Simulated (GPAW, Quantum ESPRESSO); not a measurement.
## Near-edge structure at the Cu K edge of CuI (Marshite, F-43m)

Do two independent programs agree on the Cu K edge of CuI (Marshite, F-43m)? The same cell and functional are run with XSpectra and with GPAW.

Program: Quantum ESPRESSO 7.5. Level of theory: core-hole supercells, plane-wave PAW LDA (first program; GPAW 26.7.0 follows as the second). Results are calculated unless marked as measured.

The database entry behind the starting cell differs from later determinations by our own check (about 0.15 % long (mineral sample)), so it need not match the best structure at ambient conditions.

### 1. The structure

Symmetry: F-43m, No. 216, cubic system. Conventional cell: a = 6.063 Å, b = 6.063 Å, c = 6.063 Å, α = 90.00°, β = 90.00°, γ = 90.00°. I has 4 Cu at 2.63 Å nearest. Cu has 4 I at 2.63 Å nearest. Farther neighbours and most contacts between anions are not listed.

Structure file:

```cif
data_structure
_symmetry_space_group_name_H-M 'P 1'
_symmetry_Int_Tables_number 1
_cell_length_a 4.2872
_cell_length_b 4.2872
_cell_length_c 4.2872
_cell_angle_alpha 60.000
_cell_angle_beta 60.000
_cell_angle_gamma 60.000
_cell_volume 55.72
loop_
_atom_site_label
_atom_site_type_symbol
_atom_site_fract_x
_atom_site_fract_y
_atom_site_fract_z
_atom_site_occupancy
I1 I 0.00000 0.00000 0.00000 1
Cu2 Cu 0.75000 0.75000 0.75000 1
```

### 2. Ground state of the crystal (Quantum ESPRESSO)

The ground state comes first: it tells whether the system has a gap, which decides how the excited electron is treated.

scf.in reads:

```
&control
   calculation='scf', prefix='x', pseudo_dir='../pp', outdir='tmp', tprnfor=.true.
/
&system
   ibrav=0, nat=2, ntyp=2, nbnd=13
   ecutwfc=61, ecutrho=340
   occupations='smearing', smearing='mv', degauss=0.015
/
&electrons
   conv_thr=2.0e-08, electron_maxstep=120
   mixing_beta=0.5
/
ATOMIC_SPECIES
I 1.0 I.lda-n-kjpaw.UPF
Cu3 1.0 Cu.lda-dn-kjpaw.UPF
CELL_PARAMETERS angstrom
  0.00000000 3.03150000 3.03150000
  3.03150000 0.00000000 3.03150000
  3.03150000 3.03150000 0.00000000
ATOMIC_POSITIONS crystal
I    0.00000000 0.00000000 0.00000000
Cu3  0.75000000 0.75000000 0.75000000
K_POINTS automatic
8 8 8 0 0 0
```

I.lda-n-kjpaw.ld1.in reads:

```
&input
   title='I', zed=53., rel=1, iswitch=3, dft='PZ',
   config='[Kr] 5s2 5p5 4d10 5d-1'
/
&inputp
   file_pseudopw='I.lda-n-kjpaw.UPF', author='',
   lpaw=.true.,
   pseudotype=3,
   lloc=-1,
   rcloc=2.1,
   which_augfun='PSQ',
   rmatch_augfun_nc=.true.,
   nlcc=.true.,
   new_core_ps=.true.,
   rcore=1.8,
   tm=.true.,
   lgipaw_reconstruction=.true., use_paw_as_gipaw=.true.
/
6
5S  1  0  2.00  0.00  1.50  1.80  0.0
5S  1  0  0.00  6.30  1.50  1.80  0.0
5P  2  1  5.00  0.00  1.80  2.00  0.0
5P  2  1  0.00  6.30  1.80  2.00  0.0
5D  3  2  0.00  0.50  1.60  2.10  0.0
5D  3  2  0.00  4.30  1.60  2.10  0.0
```

Cu.lda-dn-kjpaw.ld1.in reads:

```
&input
   title='Cu', zed=29., rel=1, iswitch=3, dft='PZ',
   config='[Ar] 4s1.5 4p0 3d9.5'
/
&inputp
   file_pseudopw='Cu.lda-dn-kjpaw.UPF', author='',
   lpaw=.true.,
   pseudotype=3,
   lloc=-1,
   rcloc=1.9,
   which_augfun='PSQ',
   rmatch_augfun_nc=.true.,
   nlcc=.true.,
   new_core_ps=.true.,
   rcore=1.0,
   tm=.true.,
   lgipaw_reconstruction=.true., use_paw_as_gipaw=.true.
/
6
4S  1  0  1.50  0.00  1.30  2.10  0.0
4S  1  0  0.00  6.10  1.30  2.10  0.0
4P  2  1  0.00  0.00  1.30  2.10  0.0
4P  2  1  0.00  6.30  1.30  2.10  0.0
3D  3  2  9.50  0.00  1.30  1.80  0.0
3D  3  2  0.00 -0.20  1.30  1.80  0.0
```

On the command line:

```sh
$ OMP_NUM_THREADS=1 mpirun --oversubscribe --bind-to none -np 4 pw.x -nk 4 -in scf.in > scf.out
```

What it wrote:

```text
     [... banner and references ...]
using ibrav=0 with symmetry is DISCOURAGED, use correct ibrav instead

     G-vector sticks info
     --------------------

     Using Slab Decomposition

     bravais-lattice index     =            0
     lattice parameter (alat)  =       8.1016  a.u.
     unit-cell volume          =     376.0099 (a.u.)^3
     number of atoms/cell      =            2
     number of atomic types    =            2
     number of electrons       =        18.00
     number of Kohn-Sham states=           13
     kinetic-energy cutoff     =      61.0000  Ry
     charge density cutoff     =     340.0000  Ry
     scf convergence threshold =      2.0E-08
     mixing beta               =       0.5000
     number of iterations used =            8  plain     mixing
     Exchange-correlation= SLA  PZ   NOGX NOGC
                           (   1   1   0   0   0   0   0)

     celldm(1)=   8.101612  celldm(2)=   0.000000  celldm(3)=   0.000000
     celldm(4)=   0.000000  celldm(5)=   0.000000  celldm(6)=   0.000000

     crystal axes: (cart. coord. in units of alat)
               a(1) = (   0.000000   0.707107   0.707107 )
               a(2) = (   0.707107   0.000000   0.707107 )
               a(3) = (   0.707107   0.707107   0.000000 )

     reciprocal axes: (cart. coord. in units 2 pi/alat)
               b(1) = ( -0.707107  0.707107  0.707107 )
               b(2) = (  0.707107 -0.707107  0.707107 )
               b(3) = (  0.707107  0.707107 -0.707107 )

     ../pp/I.lda-n-kjpaw.UPF
     Pseudo is Projector augmented-wave + core cor, Zval =  7.0
     Shape of augmentation charge: PSQ
     Using radial grid of 1247 points,  6 beta functions with:
                l(1) =   0
                l(2) =   0
                l(3) =   1
                l(4) =   1
                l(5) =   2
                l(6) =   2
     Q(r) pseudized with 0 coefficients

     PseudoPot. #2 for Cu:     Pseudo is Projector augmented-wave + core cor, Zval = 11.0

     atomic species   valence    mass     pseudopotential
     I                 7.00     1.00000     I ( 1.00)
     Cu3              11.00     1.00000     Cu( 1.00)

     24 Sym. Ops. (no inversion) found

   Cartesian axes

     site n.     atom                  positions (alat units)
         1        I      tau(   1) = (   0.0000000   0.0000000   0.0000000  )
         2        Cu3    tau(   2) = (   1.0606602   1.0606602   1.0606602  )

     number of k points=    29  Marzari-Vanderbilt smearing, width (Ry)=  0.0150
                       cart. coord. in units 2pi/alat
        k(    1) = (   0.0000000   0.0000000   0.0000000), wk =   0.0039062
        k(    2) = (   0.0883883   0.0883883  -0.0883883), wk =   0.0312500
        k(    3) = (   0.1767767   0.1767767  -0.1767767), wk =   0.0312500
        k(    4) = (   0.2651650   0.2651650  -0.2651650), wk =   0.0312500
        k(    5) = (  -0.3535534  -0.3535534   0.3535534), wk =   0.0156250
[...]
k(   27) = (   0.0000000  -0.3535534   0.5303301), wk =   0.0937500
        k(   28) = (  -0.7071068   0.1767767  -0.0000000), wk =   0.0468750
        k(   29) = (  -0.7071068   0.3535534   0.0000000), wk =   0.0234375

     Dense  grid:    39693 G-vectors     FFT dimensions: (  48,  48,  48)

     Smooth grid:    24213 G-vectors     FFT dimensions: (  45,  45,  45)

     Initial potential from superposition of free atoms

     starting charge      17.9998, renormalised to      18.0000
     Starting wfcs are   13 randomized atomic wfcs
     Checking if some PAW data can be deallocated...

     per-process dynamical memory:    61.2 Mb

     Self-consistent Calculation

     iteration #  1     ecut=    61.00 Ry     beta= 0.50
     Davidson diagonalization with overlap
     ethr =  1.00E-02,  avg # of iterations =  4.3

     Threshold (ethr) on eigenvalues was too large:
     Diagonalizing with lowered threshold

[...]
WARNING: integrated charge=    18.00003769, expected=    18.00000000

     total energy              =    -575.24905319 Ry
     estimated scf accuracy    <       0.00000004 Ry

     iteration #  7     ecut=    61.00 Ry     beta= 0.50
     Davidson diagonalization with overlap
     ethr =  2.48E-10,  avg # of iterations =  3.3

     End of self-consistent calculation

          k = 0.0000 0.0000 0.0000 (  2975 PWs)   bands (ev):

    -8.6528   1.7748   1.7748   1.7748   3.5268   3.5268   5.4231   5.4231
     5.4231   6.3409  10.2786  10.2787  10.2787

          k = 0.0884 0.0884-0.0884 (  3014 PWs)   bands (ev):

    -8.5808   1.4731   1.7813   1.7813   3.5209   3.5209   4.7660   5.3055
     5.3055   7.0773  10.1521  10.5006  10.5006

          k = 0.1768 0.1768-0.1768 (  3001 PWs)   bands (ev):

    -8.3966   0.7651   1.7938   1.7938   3.5187   3.5187   4.1113   5.0465
     5.0465   7.5393  10.7846  10.8414  10.8414

          k = 0.2652 0.2652-0.2652 (  3010 PWs)   bands (ev):

    -8.1947   0.0887   1.8014   1.8014   3.5396   3.5396   3.7299   4.8041
     4.8041   7.4891  10.8714  10.8714  12.1390

          k =-0.3536-0.3536 0.3536 (  3040 PWs)   bands (ev):

    -8.1049  -0.1842   1.8028   1.8028   3.5579   3.5579   3.6037   4.7033
     4.7033   7.4334  10.8188  10.8188  12.6748

          k = 0.1768 0.0000 0.0000 (  3006 PWs)   bands (ev):

[...]
k = 0.2652 0.0884-0.0884 (  3004 PWs)   bands (ev):

[...]
k = 0.3536 0.1768-0.1768 (  3006 PWs)   bands (ev):

[...]
k =-0.2652-0.4419 0.4419 (  3033 PWs)   bands (ev):

[...]
k =-0.1768-0.3536 0.3536 (  3029 PWs)   bands (ev):

[...]
k =-0.0884-0.2652 0.2652 (  3016 PWs)   bands (ev):

[...]
k = 0.0000-0.1768 0.1768 (  3012 PWs)   bands (ev):

[...]
k = 0.3536 0.0000 0.0000 (  3042 PWs)   bands (ev):

[...]
k = 0.4419 0.0884-0.0884 (  3027 PWs)   bands (ev):

[...]
k =-0.1768-0.5303 0.5303 (  3022 PWs)   bands (ev):

[...]
k = 0.0000-0.3536 0.3536 (  3042 PWs)   bands (ev):

[...]
k = 0.5303-0.0000 0.0000 (  3034 PWs)   bands (ev):

[...]
k = 0.0000-0.5303 0.5303 (  3032 PWs)   bands (ev):

[...]
k =-0.7071 0.0000 0.0000 (  3026 PWs)   bands (ev):

[...]
k = 0.3536 0.1768 0.0000 (  3017 PWs)   bands (ev):

[...]
k =-0.1768-0.3536 0.5303 (  3026 PWs)   bands (ev):

[...]
k =-0.1768-0.5303 0.7071 (  3032 PWs)   bands (ev):

[...]
k =-0.0884-0.4419 0.6187 (  3038 PWs)   bands (ev):

[...]
k = 0.0000-0.3536 0.5303 (  3044 PWs)   bands (ev):

    -7.9744   0.2916   0.9249   1.7202   3.4419   3.5087   3.7649   3.8110
     4.3075   9.2286  10.3439  11.0033  13.0832

          k =-0.7071 0.1768-0.0000 (  3024 PWs)   bands (ev):

    -7.9177   0.0026   1.3401   1.6338   3.4887   3.5028   3.6130   3.8344
     4.0469   8.7115   8.8551  13.1245  13.3031

          k =-0.7071 0.3536 0.0000 (  3028 PWs)   bands (ev):

    -7.9158   0.3004   0.8907   1.5869   3.4659   3.4767   3.6134   3.7843
     4.1340   9.8598   9.9910  11.3797  11.7253

     the Fermi energy is     6.0464 ev

     WARNING: integrated charge=    18.00003793, expected=    18.00000000

!    total energy              =    -575.24905324 Ry
     total all-electron energy =    -17526.249034 Ry
     estimated scf accuracy    <          1.7E-09 Ry
     smearing contrib. (-TS)   =       0.00000042 Ry
     internal energy E=F+TS    =    -575.24905366 Ry

     The total energy is F=E-TS. E is the sum of the following terms:
     one-electron contribution =     -68.89252446 Ry
     hartree contribution      =      52.28193294 Ry
     xc contribution           =     -59.72161786 Ry
     ewald contribution        =     -78.80705429 Ry
     one-center paw contrib.   =    -420.10978999 Ry

     convergence has been achieved in   7 iterations

     Forces acting on atoms (cartesian axes, Ry/au):

     atom    1 type  1   force =    -0.00000000   -0.00000000    0.00000000
     atom    2 type  2   force =     0.00000000    0.00000000   -0.00000000

     Total force =     0.000000     Total SCF correction =     0.000000

     XML data file, charge density, pseudopotentials, collected wavefunctions

=------------------------------------------------------------------------------=
   JOB DONE.
=------------------------------------------------------------------------------=
```

It took 8.2 s on 4 MPI ranks of Arm Neoverse V1, shared host; peak memory 0.1 GiB.

Absorbing atoms carry a label of their own (element plus a letter or digit), as the spectrum program needs them as separate species.

The mesh shows a gap of 0.92 eV, so the hole is first treated in a charged cell, without the excited electron.

### 3. Spectrum without a core hole, Cu atom 2 (Quantum ESPRESSO)

Without a hole the spectrum is the empty density of states of the right symmetry on the absorber, weighted by matrix elements. It needs only the small cell and serves as the baseline.

The absorber has 4 I at 2.63 Å (tetrahedral, site symmetry -43m).

xspectra.in reads:

```
&input_xspectra
   calculation='xanes_dipole', edge='K'
   prefix='x', outdir='tmp', xiabs=2, xe0=5.882
   xonly_plot=.false., x_save_file='xanes.sav'
   xniter=3000, xcheck_conv=20, xerror=0.005
   xcoordcrys=.false., xepsilon(1)=1, xepsilon(2)=0, xepsilon(3)=0
/
&plot
   xnepoint=413, xemin=-10, xemax=45, terminator=.true., cut_occ_states=.true.
   xgamma=0.4
/
&pseudos
   filecore='../Cu.wfc'
/
&cut_occ
   cut_desmooth=0.1, cut_stepl=0.05, cut_stepu=0.05, cut_ierror=1e-5
/
5 5 5 0 0 0
```

On the command line:

```sh
$ OMP_NUM_THREADS=1 mpirun --oversubscribe --bind-to none -np 4 xspectra.x -nk 4 -in xspectra.in > xspectra.out
```

What it wrote:

```text
     [... banner and references ...]
Reading input_file

     calculation: xanes_dipole

     xepsilon  [cartesian coordinates]:   1.000000   0.000000   0.000000

     xonly_plot: FALSE
        => complete calculation: Lanczos + spectrum plot

     filecore (core-wavefunction file): ../Cu.wfc

     main plot parameters:
        cut_occ_states: TRUE
        gamma_mode:  constant
        -> using xgamma [eV]:  0.40
        xemin [eV]: -10.00
        xemax [eV]:  45.00
        xnepoint:  413
        xe0 [eV]:   5.882000 (energy zero read in input file)

[...]
Results of STEP 1 successfully written in x_save_file
     x_save_file name:
     ->  xanes.sav
     x_save_file version:  2

     ... End STEP 1 ...

     ... Begin STEP 2 ...

     The spectrum is calculated using the following parameters:
        xe0 [eV]:    5.8820
        the occupied states are elimintate from the spectrum
        xemin [eV]: -10.00
        xemax [eV]:  45.00
        xnepoint:  413
        constant broadening parameter [eV]:    0.400
        Core level energy [eV]:  -8979.
         (from electron binding energy of neutral atoms in X-ray data booklet)

     Cross-section successfully written in xanes.dat

     ... End STEP 2 ...

                                END JOB XSpectra
```

It took 28 s on 4 MPI ranks; peak memory 0.08 GiB; 1.8 min of CPU time.

The core hole lives too briefly for so narrow a line (tabulated full width 1.6 eV). The run keeps xgamma small, and the tables are broadened afterwards: Lorentzian half width 0.78 eV up to 4 eV, rising linearly to 1.75 eV at 25 eV (not a setting of the program: the run's 0.4 eV curve was folded afterwards with a further Lorentzian).

The Cu K spectrum, Cu atom 2, no core hole (energy from the lowest empty level; intensity scaled to a mean of 1 over the first 20 eV; folded afterwards to Lorentzian half width 0.78 eV up to 4 eV, rising linearly to 1.75 eV at 25 eV; the points at xe0, where the cut of filled states can leave a spike, are interpolated):

```tsv
E (eV)	intensity
-2.0	0.08
-1.5	0.09
-1.0	0.10
-0.5	0.12
0.0	0.14
0.5	0.18
1.0	0.24
1.5	0.33
2.0	0.45
2.5	0.54
3.0	0.67
3.5	0.87
4.0	1.12
4.5	1.31
5.0	1.29
5.5	1.17
6.0	1.02
6.5	0.93
7.0	0.99
7.5	1.16
8.0	1.28
8.5	1.19
9.0	1.08
9.5	1.06
10.0	1.04
10.5	1.00
11.0	1.04
11.5	1.22
12.0	1.44
12.5	1.49
13.0	1.35
13.5	1.22
14.0	1.12
14.5	1.05
15.0	0.98
15.5	0.95
16.0	0.95
16.5	1.02
17.0	1.12
17.5	1.18
18.0	1.17
18.5	1.11
19.0	1.05
19.5	1.02
20.0	0.99
20.5	0.96
21.0	0.95
21.5	0.96
22.0	1.01
22.5	1.09
23.0	1.19
23.5	1.24
24.0	1.23
24.5	1.16
25.0	1.08
25.5	1.02
26.0	0.99
26.5	0.98
27.0	1.00
27.5	1.04
28.0	1.10
28.5	1.19
29.0	1.30
29.5	1.38
30.0	1.43
30.5	1.44
31.0	1.43
31.5	1.41
32.0	1.39
```

Main maxima below 30 eV (height): 4.6 eV (1.32), 8.0 eV (1.28), 12.4 eV (1.50), 17.7 eV (1.19) and 23.7 eV (1.24). A K edge sees empty p states on the absorber.

### 4. Supercell without a hole, the energy reference (Quantum ESPRESSO)

The photon energy needs a difference of total energies, so the cell and mesh of the coming hole run are first run without a hole.

scf.in reads:

```
&control
   calculation='scf', prefix='x', pseudo_dir='../pp', outdir='tmp', tprnfor=.true.
/
&system
   ibrav=0, nat=8, ntyp=2, nbnd=40
   ecutwfc=61, ecutrho=340
   occupations='fixed'
/
&electrons
   conv_thr=8.0e-08, electron_maxstep=120
   mixing_beta=0.5
/
ATOMIC_SPECIES
I 1.0 I.lda-n-kjpaw.UPF
Cu 1.0 Cu.lda-dn-kjpaw.UPF
CELL_PARAMETERS angstrom
  0.00000000 0.00000000 6.06300000
  6.06300000 0.00000000 0.00000000
  0.00000000 6.06300000 0.00000000
ATOMIC_POSITIONS crystal
I    0.00000000 0.00000000 0.00000000
I    0.00000000 0.50000000 0.50000000
I    0.50000000 0.50000000 0.00000000
I    0.50000000 0.00000000 0.50000000
Cu   0.75000000 0.75000000 0.75000000
Cu   0.75000000 0.25000000 0.25000000
Cu   0.25000000 0.25000000 0.75000000
Cu   0.25000000 0.75000000 0.25000000
K_POINTS automatic
3 3 3 0 0 0
```

On the command line:

```sh
$ OMP_NUM_THREADS=1 mpirun --oversubscribe --bind-to none -np 4 pw.x -nk 4 -in scf.in > scf.out
```

What it wrote:

```text
     [... banner and references ...]
[banner, memory and clock lines left out]
Found identity + (  0.0000 -0.5000 -0.5000) symmetry
     This is a supercell, fractional translations are disabled
     using ibrav=0 with symmetry is DISCOURAGED, use correct ibrav instead

     G-vector sticks info

     bravais-lattice index     =            0
     lattice parameter (alat)  =      11.4574  a.u.
     unit-cell volume          =    1504.0397 (a.u.)^3
     number of atoms/cell      =            8
[...]
atom    2 type  1   force =     0.00000000    0.00000000    0.00000000
     atom    3 type  1   force =     0.00000000    0.00000000    0.00000000
[...]
atom    7 type  2   force =     0.00001102   -0.00001102    0.00001102
     atom    8 type  2   force =    -0.00001102    0.00001102    0.00001102

     Total force =     0.000038     Total SCF correction =     0.000053
     SCF correction compared to forces is large: reduce conv_thr to get better values

     XML data file, charge density, pseudopotentials, collected wavefunctions
[key lines of the parts left out:]
!    total energy              =   -2300.99523312 Ry
convergence has been achieved in   8 iterations
```

The job ended after 18 s (4 MPI ranks; peak memory 0.28 GiB).

Reference energy: -953827.051 eV with the cores included.

(Part 1 of 4 ends here.)

[Banner, clock and machine lines of the logs are left out without a mark of their own.]

[Logs are printed without paths, hosts, clocks, repeated set-up lines and the standing remarks that a program may print on its own settings, such as how far it seeks lower states.]

[Hosts, paths, dates, database ids (printed as entryN), source tags and the programs' standing remarks are cut or masked in the printed files.]

[Lists of maxima count a maximum above −3 eV only where it reaches 4 % of the highest in the window and stands out from its surroundings by 2 % of it (1.5 % where it reaches 55 %); shoulders and weaker maxima are passed over, and of the rest the first, up to two pre-edge ones and the few strongest are named.]
